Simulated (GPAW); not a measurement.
**Optical response of ScBPd3**

Aim: the dielectric function of ScBPd3, and the optical constants that follow from it.

Program: GPAW 26.7.0. Level of theory: DFT, RPBE, plane-wave PAW (GPAW data sets), scalar-relativistic, RPA, optical limit. Results are calculated unless marked as measured.

## (1) Set-up

It takes space group Pm-3m (No. 221, cubic). The conventional cell has a = 4.235 Å, b = 4.235 Å, c = 4.235 Å, α = 90.00°, β = 90.00°, γ = 90.00°. Pd has 2 B at 2.12 Å and 8 Pd at 2.99 Å and 4 Sc at 2.99 Å nearest. Nearest to Sc lie 12 Pd at 2.99 Å. Nearest to B lie 6 Pd at 2.12 Å. Farther neighbours are not listed.

Structure file:

```cif
data_structure
_symmetry_space_group_name_H-M 'Pm-3m'
_symmetry_Int_Tables_number 221
_cell_length_a 4.2350
_cell_length_b 4.2350
_cell_length_c 4.2350
_cell_angle_alpha 90.000
_cell_angle_beta 90.000
_cell_angle_gamma 90.000
_cell_volume 75.95
loop_
_atom_site_label
_atom_site_type_symbol
_atom_site_symmetry_multiplicity
_atom_site_Wyckoff_symbol
_atom_site_fract_x
_atom_site_fract_y
_atom_site_fract_z
_atom_site_occupancy
Pd1 Pd 3 c 0.50000 0.00000 0.50000 1
Sc1 Sc 1 a 0.00000 0.00000 0.00000 1
B1 B 1 b 0.50000 0.50000 0.50000 1
```

## (2) Ground state

The self-consistent density comes first; it also tells whether there is a gap, which decides the occupations and the need for a Drude term.

This step: DFT, RPBE, plane-wave PAW (GPAW data sets), scalar-relativistic, ground state (GPAW 26.7.0).

Contents of gs.py:

```python
from ase import Atoms
from ase.dft.bandgap import bandgap
from gpaw import GPAW, PW, FermiDirac

atoms = Atoms(['Pd', 'Pd', 'Pd', 'Sc', 'B'],
              cell=[[4.23495700, 0.00000000, 0.00000000],
                    [0.00000000, 4.23495700, 0.00000000],
                    [0.00000000, 0.00000000, 4.23495700]],
              scaled_positions=[[0.50000000, 0.00000000, 0.50000000],
                                [0.50000000, 0.50000000, 0.00000000],
                                [0.00000000, 0.50000000, 0.50000000],
                                [0.00000000, 0.00000000, 0.00000000],
                                [0.50000000, 0.50000000, 0.50000000]],
              pbc=[True, True, True])
atoms.calc = GPAW(mode=PW(500), xc='RPBE', kpts={'size': (5, 5, 5), 'gamma': True},
                  occupations=FermiDirac(0.05), maxiter=150, txt='gs.txt')
print('energy (eV)', atoms.get_potential_energy())
print('Fermi level (eV)', atoms.calc.get_fermi_level())
print('valence electrons', atoms.calc.get_number_of_electrons())
print('gap (eV)', bandgap(atoms.calc, output=None)[0])
print('direct gap (eV)', bandgap(atoms.calc, direct=True, output=None)[0])
atoms.calc.write('gs.gpw')
```

On the command line:

```bash
$ OMP_NUM_THREADS=1 python gs.py
```

Numbers of over 12 decimals in the logs are rounded to 6 here.

Output:

```text
__  _  _
 | _ |_)|_||  |
 |__||  | ||/\| - 26.7.0

Versions:
  Python: 3.12.14
  ASE:    3.29.0
  Numpy:  2.5.5
  Scipy:  1.18.1
  Libxc:  7.0.0

Input parameters:
  mode=PW(ecut=500.0),
  kpts=MonkhorstPack(size=(5, 5, 5), gamma=True),
  maxiter=150,
  occupations=Occupations(name='fermi-dirac', width=0.05, fixmagmom=False),
  xc=XC(name='RPBE')

Diagonalizing LCAO Hamiltonian
Converting LCAO to pw mode
    .---------.
   /|         |
  / |         |
 *  |         |
 | Pd  B      |
 |  .---------.
 | /  Pdd    /
 |/         /
 Sc--------*

Atoms  # Å, Bohr magnetons
|   | symbol |        x |        y |        z |    initial magnetic moments |
| 0 |     Pd | 2.117478 | 0.000000 | 2.117478 | ( 0.0000,  0.0000,  0.0000) |
| 1 |     Pd | 2.117478 | 2.117478 | 0.000000 | ( 0.0000,  0.0000,  0.0000) |
| 2 |     Pd | 0.000000 | 2.117478 | 2.117478 | ( 0.0000,  0.0000,  0.0000) |
| 3 |     Sc | 0.000000 | 0.000000 | 0.000000 | ( 0.0000,  0.0000,  0.0000) |
| 4 |      B | 2.117478 | 2.117478 | 2.117478 | ( 0.0000,  0.0000,  0.0000) |

Unit cell  # Å
| periodic |        x |        y |        z |  lengths |    angles |
|      yes | 4.234957 | 0.000000 | 0.000000 | 4.234957 | 90.000000 |
|      yes | 0.000000 | 4.234957 | 0.000000 | 4.234957 | 90.000000 |
|      yes | 0.000000 | 0.000000 | 4.234957 | 4.234957 | 90.000000 |

Number of symmetries: 48
Symmetry operations  # r_c * U_cc + t_c -> r_c
|    | kind |            matrix            |
|  0 |  E   |  1, 0, 0,  0, 1, 0,  0, 0, 1 |
|  1 |  σ   |  1, 0, 0,  0, 1, 0,  0, 0,-1 |
|  2 |  σ   |  1, 0, 0,  0, 0, 1,  0, 1, 0 |
|  3 |  C4  |  1, 0, 0,  0, 0, 1,  0,-1, 0 |
|  4 |  C4  |  1, 0, 0,  0, 0,-1,  0, 1, 0 |
|  5 |  σ   |  1, 0, 0,  0, 0,-1,  0,-1, 0 |
|  6 |  σ   |  1, 0, 0,  0,-1, 0,  0, 0, 1 |
|  7 |  C2  |  1, 0, 0,  0,-1, 0,  0, 0,-1 |
|  8 |  σ   |  0, 1, 0,  1, 0, 0,  0, 0, 1 |
|  9 |  C2  |  0, 1, 0,  1, 0, 0,  0, 0,-1 |
| 10 |  C3  |  0, 1, 0,  0, 0, 1,  1, 0, 0 |
| 11 |  S6  |  0, 1, 0,  0, 0, 1, -1, 0, 0 |
| 12 |  S6  |  0, 1, 0,  0, 0,-1,  1, 0, 0 |
| 13 |  C3  |  0, 1, 0,  0, 0,-1, -1, 0, 0 |
| 14 |  C4  |  0, 1, 0, -1, 0, 0,  0, 0, 1 |
| 15 |  S4  |  0, 1, 0, -1, 0, 0,  0, 0,-1 |
| 16 |  C3  |  0, 0, 1,  1, 0, 0,  0, 1, 0 |
| 17 |  S6  |  0, 0, 1,  1, 0, 0,  0,-1, 0 |
| 18 |  σ   |  0, 0, 1,  0, 1, 0,  1, 0, 0 |
| 19 |  C4  |  0, 0, 1,  0, 1, 0, -1, 0, 0 |
| 20 |  C2  |  0, 0, 1,  0,-1, 0,  1, 0, 0 |
| 21 |  S4  |  0, 0, 1,  0,-1, 0, -1, 0, 0 |
| 22 |  S6  |  0, 0, 1, -1, 0, 0,  0, 1, 0 |
| 23 |  C3  |  0, 0, 1, -1, 0, 0,  0,-1, 0 |
| 24 |  S6  |  0, 0,-1,  1, 0, 0,  0, 1, 0 |
| 25 |  C3  |  0, 0,-1,  1, 0, 0,  0,-1, 0 |
| 26 |  C4  |  0, 0,-1,  0, 1, 0,  1, 0, 0 |
| 27 |  σ   |  0, 0,-1,  0, 1, 0, -1, 0, 0 |
| 28 |  S4  |  0, 0,-1,  0,-1, 0,  1, 0, 0 |
| 29 |  C2  |  0, 0,-1,  0,-1, 0, -1, 0, 0 |
| 30 |  C3  |  0, 0,-1, -1, 0, 0,  0, 1, 0 |
| 31 |  S6  |  0, 0,-1, -1, 0, 0,  0,-1, 0 |
| 32 |  C4  |  0,-1, 0,  1, 0, 0,  0, 0, 1 |
| 33 |  S4  |  0,-1, 0,  1, 0, 0,  0, 0,-1 |
| 34 |  S6  |  0,-1, 0,  0, 0, 1,  1, 0, 0 |
| 35 |  C3  |  0,-1, 0,  0, 0, 1, -1, 0, 0 |
| 36 |  C3  |  0,-1, 0,  0, 0,-1,  1, 0, 0 |
| 37 |  S6  |  0,-1, 0,  0, 0,-1, -1, 0, 0 |
| 38 |  σ   |  0,-1, 0, -1, 0, 0,  0, 0, 1 |
| 39 |  C2  |  0,-1, 0, -1, 0, 0,  0, 0,-1 |
| 40 |  σ   | -1, 0, 0,  0, 1, 0,  0, 0, 1 |
| 41 |  C2  | -1, 0, 0,  0, 1, 0,  0, 0,-1 |
| 42 |  C2  | -1, 0, 0,  0, 0, 1,  0, 1, 0 |
| 43 |  S4  | -1, 0, 0,  0, 0, 1,  0,-1, 0 |
| 44 |  S4  | -1, 0, 0,  0, 0,-1,  0, 1, 0 |
| 45 |  C2  | -1, 0, 0,  0, 0,-1,  0,-1, 0 |
| 46 |  C2  | -1, 0, 0,  0,-1, 0,  0, 0, 1 |
| 47 |  i   | -1, 0, 0,  0,-1, 0,  0, 0,-1 |

BZ-sampling:
  Number of BZ points: 125
  Number of IBZ points: 10

  Monkhorst-Pack size: [5, 5, 5]
  Monkhorst-Pack shift: [0, 0, 0]

K-points  # in reciprocal-cell coordinates
|   |                                coordinates |     weight |
| 0 | (  0.00000000,   0.00000000,   0.00000000) | 0.00800000 |
| 1 | (  0.20000000,   0.00000000,   0.00000000) | 0.04800000 |
| 2 | (  0.20000000,   0.20000000,   0.00000000) | 0.09600000 |
| 3 | (  0.20000000,   0.20000000,   0.20000000) | 0.06400000 |
| 4 | (  0.40000000,   0.00000000,   0.00000000) | 0.04800000 |
| 5 | (  0.40000000,   0.20000000,   0.00000000) | 0.19200000 |
| 6 | (  0.40000000,   0.20000000,   0.20000000) | 0.19200000 |
| 7 | (  0.40000000,   0.40000000,   0.00000000) | 0.09600000 |
| 8 | (  0.40000000,   0.40000000,   0.20000000) | 0.19200000 |
| 9 | (  0.40000000,   0.40000000,   0.40000000) | 0.06400000 |

Plane wave coefficients: 1947
Cutoff: 500.0 eV

Spin-components: 1 (collinear spins)
Bands:           42
Projectors:      29
Spin-degeneracy: 2
Datatype:        complex128

Parallelization:
  kpt:    1
  domain: 1
  band:   1

Density:
  Valence electrons: 62.0
  Components: 1
  Grid points: [24 24 24]
  Charge: 0.0  # |e|

Potential:
  Grid points: [24 24 24]

species:
  Pd:
    name:    Palladium
    id:
    Z:       46.0
    valence: 16
    core:    30
    charge:  0.0  # [|e|]
    compensation charges:
      type: gauss
      rc: 0.38  # [Å]
      lmax: 2
    cutoffs:
      filter: 2.38  # [Å]
      core: 2.28  # [Å]
    projectors
    | kind |    occ | energy [eV] | rcut [Å] |
    |   5s |  0.000 |      -3.225 |    1.228 |
    |   4p |  6.000 |     -51.131 |    1.360 |
    |   5p |  0.000 |      -0.373 |    1.360 |
    |   4d | 10.000 |      -3.964 |    1.228 |
    |    s |        |      23.987 |    1.228 |
    |    d |        |      23.247 |    1.228 |

    Using partial waves for Pd as LCAO basis

  Sc:
    name:    Scandium
    id:
    Z:       21.0
    valence: 11
    core:    10
    charge:  0.0  # [|e|]
    compensation charges:
      type: gauss
      rc: 0.39  # [Å]
      lmax: 2
    cutoffs:
      filter: 2.14  # [Å]
      core: 1.08  # [Å]
    projectors
    | kind |    occ | energy [eV] | rcut [Å] |
    |   3s |  2.000 |     -55.139 |    1.228 |
    |   4s |  2.000 |      -4.144 |    1.228 |
    |   3p |  6.000 |     -33.670 |    1.281 |
    |   4p |  0.000 |      -1.480 |    1.281 |
    |   3d |  1.000 |      -3.185 |    1.196 |
    |    d |        |      24.027 |    1.196 |

    Using partial waves for Sc as LCAO basis

  B:
    name:    Boron
    id:
    Z:       5.0
    valence: 3
    core:    2
    charge:  0.0  # [|e|]
    compensation charges:
      type: gauss
      rc: 0.20  # [Å]
      lmax: 2
    cutoffs:
      filter: 1.14  # [Å]
      core: 1.38  # [Å]
    projectors
    | kind |    occ | energy [eV] | rcut [Å] |
    |   2s |  2.000 |      -9.489 |    0.635 |
    |   2p |  1.000 |      -3.587 |    0.635 |
    |    s |        |      17.723 |    0.635 |
    |    p |        |      23.625 |    0.635 |
    |    d |        |       0.000 |    0.635 |

    Using partial waves for B as LCAO basis

Reference energy: -433172.039333  # eV

eigensolver:
  PPCG
  Converge bands: occupied
  niter=2

density mixing:
  MSR1-Mixer
  Pratt-step length: 0.05
  Maximum mixing coefficient: 0.75
  Old densities: 10
  SVD Regularization: 0.005
  Good broyden scale: 1.0
  Trust region scale: 1.0
  Backstep threshold: 4.0
  History deletion threshold: 6.0
  Fourier metric: weight=20.0, sigma=0.015

occupation numbers:
  Fermi-Dirac:
    width: 0.0500  # eV

poisson solver:
  ecut: 4000.0  # eV

xc functional:
  name: RPBE with 2 nearest neighbor stencil

convergence criteria:
- Maximum [total energy] change in last 3 cyles: 0.0005 eV / valence electron
- Maximum integral of absolute [dens]ity change: 0.0001 electrons / valence electron
- Maximum integral of absolute [eigenst]ate change: 4e-08 eV^2 / valence electron
maximum number of iterations: 150

SCF iterations
|iter     |      energy | eigst |  dens |
|iter:   1||  -32.284955 | +0.59 |       |
|iter:   2||  -27.800709 | -0.91 | -0.74 |
|iter:   3||  -24.456009 | -0.80 | -0.95 |
|iter:   4||  -23.155006 | -0.77 | -1.18 |
|iter:   5||  -23.080623 | -2.06 | -1.71 |
|iter:   6||  -23.045353 | -2.47 | -1.93 |
|iter:   7||  -23.042452 | -3.05 | -2.38 |
|iter:   8||  -23.042648c| -3.76 | -3.32 |
|iter:   9||  -23.042684c| -4.67 | -3.75 |
|iter:  10||  -23.042700c| -5.26 | -4.30c|
|iter:  11||  -23.042701c| -5.89 | -4.57c|
|iter:  12||  -23.042701c| -6.49 | -5.18c|
|iter:  13||  -23.042701c| -6.97 | -5.48c|
|iter:  14||  -23.042701c| -7.41c| -5.89c|

Converged in 14 steps
SCF loop duration: 25.042 s (1.789 s/step)
Energy contributions relative to reference atoms: (reference = -433172.039333)

Energy contributions:
  Kinetic:          -6.958608
  Coulomb:          -9.323018
  Zero:             -0.151886
  External:          0.000000
  Xc:               -6.593661
  Entropy:          -0.031058
  Spinorbit:         0.000000
  ----------------------------
  Free energy:     -23.058230
  Extrapolated:    -23.042701

dipole moment: (-23.976632, -23.976632, -23.976632)  # |e|*Ang

Fermi level: 9.008
Eigenvalues  # (at kpt = [0.000, 0.000, 0.000])
| band index |      eig [eV] | occ [0-2] |
|          0 |       -42.072 |     2.000 |
|        ... |               |           |
|         24 |         6.203 |     2.000 |
|         25 |         7.438 |     2.000 |
|         26 |         7.438 |     2.000 |
|         27 |         7.438 |     2.000 |
|         28 |         7.448 |     2.000 |
|         29 |         7.471 |     2.000 |
|         30 |         7.471 |     2.000 |
|         31 |         7.471 |     2.000 |
|         32 |        10.214 |     0.000 |
|         33 |        10.214 |     0.000 |
|         34 |        11.117 |     0.000 |
|         35 |        11.117 |     0.000 |
|         36 |        11.117 |     0.000 |
|         37 |        14.659 |     0.000 |
|         38 |        14.717 |     0.000 |
|         39 |        14.717 |     0.000 |
|        ... |               |           |
|         41 |        16.059 |     0.000 |

No gap
No difference between direct/indirect transitions

--- standard output ---
energy (eV) -23.042701
Fermi level (eV) 9.007791
valence electrons 62.0
gap (eV) 0.0
direct gap (eV) 0.0
```

It took 28 s on 1 thread of Arm Neoverse V1, shared host; peak memory 0.2 GiB.

This step gave:

```
energy       : -23.04 eV
Fermi energy : 9.008 eV
electrons    : 62
```

There are states at the Fermi level within the smearing, so the occupations stay smeared and the carriers get a Drude term.

## (3) Bands for the response

At the fixed density, many empty bands are solved on the mesh of the response, since the spectrum sums over them.

This step: DFT, RPBE, plane-wave PAW (GPAW data sets), scalar-relativistic, bands at fixed density (GPAW 26.7.0).

Contents of nscf.py:

```python
from ase.dft.bandgap import bandgap
from gpaw import GPAW, FermiDirac

calc = GPAW('gs.gpw').fixed_density(kpts={'size': (8, 8, 8), 'gamma': True}, nbands=64, convergence={'bands': 58},
                                    occupations=FermiDirac(0.05), txt='nscf.txt')
print('gap (eV)', bandgap(calc, output=None)[0])
print('direct gap (eV)', bandgap(calc, direct=True, output=None)[0])
print('top band over the Fermi level (eV)', min(calc.get_eigenvalues(kpt=k)[57] for k in range(len(calc.get_ibz_k_points()))) - calc.get_fermi_level())
calc.write('full.gpw', mode='all')
```

On the command line:

```bash
$ OMP_NUM_THREADS=1 python nscf.py
```

Output:

```text
Diagonalizing LCAO Hamiltonian
Converting LCAO to pw mode
convergence criteria:
- Maximum integral of absolute [eigenst]ate change: 4e-08 eV^2 / valence electron
maximum number of iterations: 150

SCF iterations
|iter     |      energy | eigst |  dens |
|iter:   1||             | +2.52 |       |
|iter:   2||             | +1.68 |       |
|iter:   3||             | +0.90 |       |
|iter:   4||             | -0.11 |       |
|iter:   5||             | -0.61 |       |
|iter:   6||             | -1.23 |       |
|iter:   7||             | -1.67 |       |
|iter:   8||             | -2.15 |       |
|iter:   9||             | -2.56 |       |
|iter:  10||             | -3.01 |       |
|iter:  11||             | -3.43 |       |
|iter:  12||             | -3.86 |       |
|iter:  13||             | -4.26 |       |
|iter:  14||             | -4.66 |       |
|iter:  15||             | -4.93 |       |
|iter:  16||             | -5.12 |       |
[...]
|iter:  21||             | -6.11 |       |
|iter:  22||             | -6.29 |       |
|iter:  23||             | -6.47 |       |
|iter:  24||             | -6.64 |       |
|iter:  25||             | -6.82 |       |
|iter:  26||             | -6.98 |       |
|iter:  27||             | -7.14 |       |
|iter:  28||             | -7.30 |       |
|iter:  29||             | -7.47c|       |
SCF steps: 29
  __  _  _
 | _ |_)|_||  |
 |__||  | ||/\| - 26.7.0

Versions:
  Python: 3.12.14
  ASE:    3.29.0
  Numpy:  2.5.5
  Scipy:  1.18.1
  Libxc:  7.0.0

Input parameters:
  mode=PW(ecut=500.0),
  convergence={'bands': 58},
  gpts=array([24, 24, 24]),
  kpts=MonkhorstPack(size=(8, 8, 8), gamma=True),
  maxiter=150,
  nbands=64,
  occupations=Occupations(name='fermi-dirac', width=0.05, fixmagmom=False),
  parallel={},
  xc=XC(name='RPBE')

--- standard output ---
gap (eV) 0.0
direct gap (eV) 0.0
top band over the Fermi level (eV) 19.930638
```

The job ended after 3.8 min (1 thread; peak memory 0.29 GiB).

[end of part 1 of 2]

[Machine, clock and banner lines and Python warnings are left out of the logs.]

[Logs are printed without paths, hosts, clocks, repeated set-up lines and the standing remarks that a program may print on its own settings, such as how far it seeks lower states.]

[Hosts, paths, dates, database ids (printed as entryN), source tags and the programs' standing remarks are cut or masked in the printed files.]
